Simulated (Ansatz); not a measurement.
**BN (P6_3/mmc): given cell or relaxed cell?**

How far does the choice of cell move the gap? The case is BN (P6_3/mmc).

Main program and level: Ansatz 0.2.0; PBE, HSE06 and G0W0, plane waves, PAW.

**Experimental background.**

- Gap 5.98 eV: direct gap suggested from cathodoluminescence and absorption; cathodoluminescence and optical absorption; bulk crystal (high-quality single crystal, earlier work) (quoted in “Near band gap photoluminescence properties of hexagonal boron nitride”, 2008, arxiv:0804.2760).

Report form: the programs' logs are mostly left out.

## Step 1: The starting structure

The structure is hexagonal, space group P6_3/mmc (No. 194). The conventional cell has a = 2.504 Å, b = 2.504 Å, c = 6.661 Å, α = 90.00°, β = 90.00°, γ = 120.00°. Nearest to B lie 3 N at 1.45 Å. N has 3 B at 1.45 Å nearest. Farther neighbours and most contacts between anions are not listed.

As a file:

```cif
data_structure
_symmetry_space_group_name_H-M 'P 1'
_symmetry_Int_Tables_number 1
_cell_length_a 2.5040
_cell_length_b 2.5040
_cell_length_c 6.6612
_cell_angle_alpha 90.000
_cell_angle_beta 90.000
_cell_angle_gamma 120.000
_cell_volume 36.17
loop_
_atom_site_label
_atom_site_type_symbol
_atom_site_fract_x
_atom_site_fract_y
_atom_site_fract_z
_atom_site_occupancy
B1 B 0.33333 0.66667 0.25000 1
B2 B 0.66667 0.33333 0.75000 1
N3 N 0.33333 0.66667 0.75000 1
N4 N 0.66667 0.33333 0.25000 1
```

The cell and positions come from the Crystallography Open Database and are kept as given unless a step says otherwise. The default PAW set here is soft_2. Its files were made with PBE.

## Step 2: PBE bands at the given cell

The cheap functional maps the bands first; the places of the edges decide which points the dearer methods must see.

This step: DFT, PBE, plane waves, PAW.

The input, input.yaml:

```yaml
crystal:
  lattice:
    - [2.50399, 0.0, 0.0]
    - [-1.251995, 2.1685189508, 0.0]
    - [0.0, 0.0, 6.6612]
  atoms:
    - { symbol: B, position: [0.3333333333, 0.6666666667, 0.25] }
    - { symbol: B, position: [0.6666666667, 0.3333333333, 0.75] }
    - { symbol: "N", position: [0.3333333333, 0.6666666667, 0.75] }
    - { symbol: "N", position: [0.6666666667, 0.3333333333, 0.25] }
kpoints:
  mp_grid: { grid: [12, 12, 4] }
  band_path:
    path:
      - [[0.0, 0.0, 0.0], [0.5, 0.0, 0.0], [0.33333333, 0.33333333, 0.0], [0.0, 0.0, 0.0], [0.0, 0.0, 0.5], [0.5, 0.0, 0.5], [0.33333333, 0.33333333, 0.5], [0.0, 0.0, 0.5]]
      - [[0.5, 0.0, 0.5], [0.5, 0.0, 0.0]]
      - [[0.33333333, 0.33333333, 0.5], [0.33333333, 0.33333333, 0.0]]
    npoints: 10
hamiltonian:
  xc: pbe
scf:
  occupations: { method: fermi_dirac, width: 0.02 }
  n_extra_bands: 5
output:
  eigenvalues: true
  write_density: true
  write_potential: true
  elf: true
  volumetric_format: npy
```

On the command line:

```sh
> ansatz run input.yaml --threads 2 --pin off --max-ram 92160MiB --backend cuda --events-out ev --progress --plain --runs-dir out --devices 1 --max-vram 13GiB  # rebuilt from the run's record
```

The job ended after 1.8 s (1 × NVIDIA H100 80GB HBM3 (shared by 6 runs) with 2 threads of AMD EPYC 7R13 (Zen 3), shared host; peak memory 0.89 GiB).

Numbers from this step:

- filled bands: 8
- gap: 4.248 eV
- valence top at: k = (0.300, 0.300, 0.000)
- conduction bottom at: M
- least direct gap: 4.647 eV

The gap is indirect, with the least direct gap 0.40 eV higher.

## Step 3: The relaxed cell

Cell and ions were relaxed with PBE-D3(BJ); that run is not shown. It left this cell:

It takes space group P6_3/mmc (No. 194, hexagonal). The conventional cell has a = 2.506 Å, b = 2.506 Å, c = 6.618 Å, α = 90.00°, β = 90.00°, γ = 120.00°. Nearest to B lie 3 N at 1.45 Å. Nearest to N lie 3 B at 1.45 Å. Farther neighbours and most contacts between anions are not listed.

## Step 4: PBE at the relaxed cell

The cell differs from the one that the last finished run ended in (c 6.661 → 6.618 Å; other edges change by under 0.2 %).

input.yaml: that of step 2 with these lines changed.

```diff
@@ -2,5 +2,5 @@
   lattice:
-    - [2.50399, 0.0, 0.0]
-    - [-1.251995, 2.1685189508, 0.0]
-    - [0.0, 0.0, 6.6612]
+    - [2.5064595797, 0.0, 0.0]
+    - [-1.2532297898, 2.1706576696, 0.0]
+    - [0.0, 0.0, 6.6182442816]
   atoms:
```

The job ended after 3.1 s (1 × NVIDIA H100 80GB HBM3 (shared by 6 runs) with 2 threads; peak memory 0.89 GiB).

This step gave:

| Property | Result |
| --- | --- |
| gap | 4.228 eV |
| valence top at | k = (0.300, 0.300, 0.000) |
| conduction bottom at | M |
| least direct gap | 4.638 eV |

The gap is indirect, with the least direct gap 0.41 eV higher.

## Step 5: HSE06 at the relaxed cell

The screened hybrid is the usual rung above semilocal functionals: a quarter of exact exchange, cut off beyond a few ångström.

This step: DFT, HSE06, plane waves, PAW.

The input, input.yaml:

```yaml
crystal:
  lattice:
    - [2.5064595797, 0.0, 0.0]
    - [-1.2532297898, 2.1706576696, 0.0]
    - [0.0, 0.0, 6.6182442816]
  atoms:
    - { symbol: B, position: [0.3333333333, 0.6666666667, 0.25] }
    - { symbol: B, position: [0.6666666667, 0.3333333333, 0.75] }
    - { symbol: "N", position: [0.3333333333, 0.6666666667, 0.75] }
    - { symbol: "N", position: [0.6666666667, 0.3333333333, 0.25] }
kpoints:
  mp_grid: { grid: [6, 6, 2] }
  band_path:
    path:
      - [0.0, 0.0, 0.0]
      - [0.5, 0.0, 0.0]
      - [0.33333333, 0.33333333, 0.0]
      - [0.0, 0.0, 0.5]
      - [0.5, 0.0, 0.5]
      - [0.33333333, 0.33333333, 0.5]
      - [0.299999997, 0.299999997, 0.0]
    npoints: 1
hamiltonian:
  xc: hse06
scf:
  occupations: { method: fixed }
  n_extra_bands: 5
output:
  eigenvalues: true
```

The job ended after 8.5 s (1 × NVIDIA H100 80GB HBM3 (shared by 6 runs) with 2 threads; peak memory 1.1 GiB).

Numbers from this step:

```
gap                  : 5.535 eV
valence top at       : k = (0.300, 0.300, 0.000)
conduction bottom at : M
least direct gap     : 6.046 eV
```

The gap stands +1.31 eV against PBE.

## Step 6: G0W0 at the relaxed cell

Now the one-shot GW correction: screening in the RPA, then the self-energy of the levels asked for.

This step: G0W0 on PBE, plane waves, PAW.

The input, input.yaml:

```yaml
crystal:
  lattice:
    - [2.5064595797, 0.0, 0.0]
    - [-1.2532297898, 2.1706576696, 0.0]
    - [0.0, 0.0, 6.6182442816]
  atoms:
    - { symbol: B, position: [0.3333333333, 0.6666666667, 0.25] }
    - { symbol: B, position: [0.6666666667, 0.3333333333, 0.75] }
    - { symbol: "N", position: [0.3333333333, 0.6666666667, 0.75] }
    - { symbol: "N", position: [0.6666666667, 0.3333333333, 0.25] }
kpoints:
  mp_grid: { grid: [9, 9, 2] }
hamiltonian:
  xc: pbe
scf:
  occupations: { method: fixed }
gw:
  n_empty_bands: 107
  ecut_chi: 120
  qp_bands: [v2, c2]
  qp_kpoints: band_edges
  screening: { model: contour_deformation }
```

Run time: 13 s. Hardware: 1 × NVIDIA H100 80GB HBM3 (shared by 6 runs) with 2 threads; peak memory 1.1 GiB.

This step gave:

| Item | Value |
| --- | --- |
| bands summed | 115 |
| RPA ε∞ on this mesh (eigenvalues) | 2.551, 4.578, 4.578 |
| plane waves in the screening matrix | 107 |
| G0W0 gap on the mesh | 5.886 eV |
| k of the valence top | 0.3333, 0.3333, -0.5 |
| k of the conduction bottom | 0.1111, 0.4444, 0 |
| starting gap on the mesh | 4.391 eV |
| least direct G0W0 gap on the computed points | 6.209 eV |

The gap on the mesh goes from 4.39 eV to 5.89 eV, a correction of +1.49 eV. Between the two edge states, bare exchange in place of the xc potential would open the gap by 8.50 eV, and correlation takes back 7.01 eV. The start differs from the 4.23 eV found before because this mesh misses an edge.

## Step 7: G0W0 at the given cell

input.yaml: that of step 6 with these lines changed.

```diff
@@ -2,5 +2,5 @@
   lattice:
-    - [2.5064595797, 0.0, 0.0]
-    - [-1.2532297898, 2.1706576696, 0.0]
-    - [0.0, 0.0, 6.6182442816]
+    - [2.50399, 0.0, 0.0]
+    - [-1.251995, 2.1685189508, 0.0]
+    - [0.0, 0.0, 6.6612]
   atoms:
```

It took 13 s on 1 × NVIDIA H100 80GB HBM3 (shared by 6 runs) with 2 threads; peak memory 1.1 GiB.

Numbers from this step:

```
bands summed                                 : 115
RPA ε∞ on this mesh (eigenvalues)            : 2.521, 4.553, 4.553
plane waves in the screening matrix          : 107
G0W0 gap on the mesh                         : 5.909 eV
k of the valence top                         : 0.3333, 0.3333, -0.5
k of the conduction bottom                   : 0.1111, 0.4444, 0
starting gap on the mesh                     : 4.404 eV
least direct G0W0 gap on the computed points : 6.250 eV
```

The gap on the mesh goes from 4.40 eV to 5.91 eV, a correction of +1.50 eV. Between the two edge states, bare exchange in place of the xc potential would open the gap by 8.50 eV, and correlation takes back 6.99 eV. The start differs from the 4.25 eV found before because this mesh misses an edge.

## Step 8: Together

G0W0 rows are gaps on the mesh, lowered by the amount that the mesh misses the start's edges, a rough step that assumes the same correction there.

```tsv
level	given cell (eV)	relaxed cell (eV)	change (eV)
PBE	4.25	4.23	−0.02
HSE06	-	5.53	-
G0W0@PBE	5.75	5.72	−0.03
```

## Step 9: What came out

```json
{
 "volume change": "−0.4 %",
 "PBE, given cell": "4.25 eV",
 "PBE, relaxed cell": "4.23 eV",
 "HSE06, relaxed cell": "5.53 eV",
 "G0W0@PBE, relaxed cell": "5.72 eV",
 "G0W0@PBE, given cell": "5.75 eV",
 "known limits": "not at the basis limit; coarse k mesh"
}
```

Relaxation changes the volume by −0.4 % and the gap by −0.02 eV (PBE) and −0.03 eV (G0W0@PBE). Bands and cutoff are finite, so the gap is not at the basis limit. The miss can reach some tenths of an eV and take either sign; the mesh is an error of its own. The 9×9×2 mesh is coarse for this cell (its supercell is 13 Å along the shortest edge). The RPA ε∞ on it, from the PBE start, is 2.52 and 4.55; such meshes misread the long-range screening, most where the gap is narrow.

[Paths, hosts, dates, memory and timing lines, banners, echoed tables and standing remarks are left out of the program output.]

[Logs are printed without paths, hosts, clocks, repeated set-up lines and the standing remarks that a program may print on its own settings, such as how far it seeks lower states.]

[Runs of the session that timed out or met a known fault of the program may be left out.]

[Cells called generated may have been cut or substituted from an entry of the Crystallography Open Database or the Materials Project.]

[Hosts, paths, dates, database ids (printed as entryN), source tags and the programs' standing remarks are cut or masked in the printed files.]
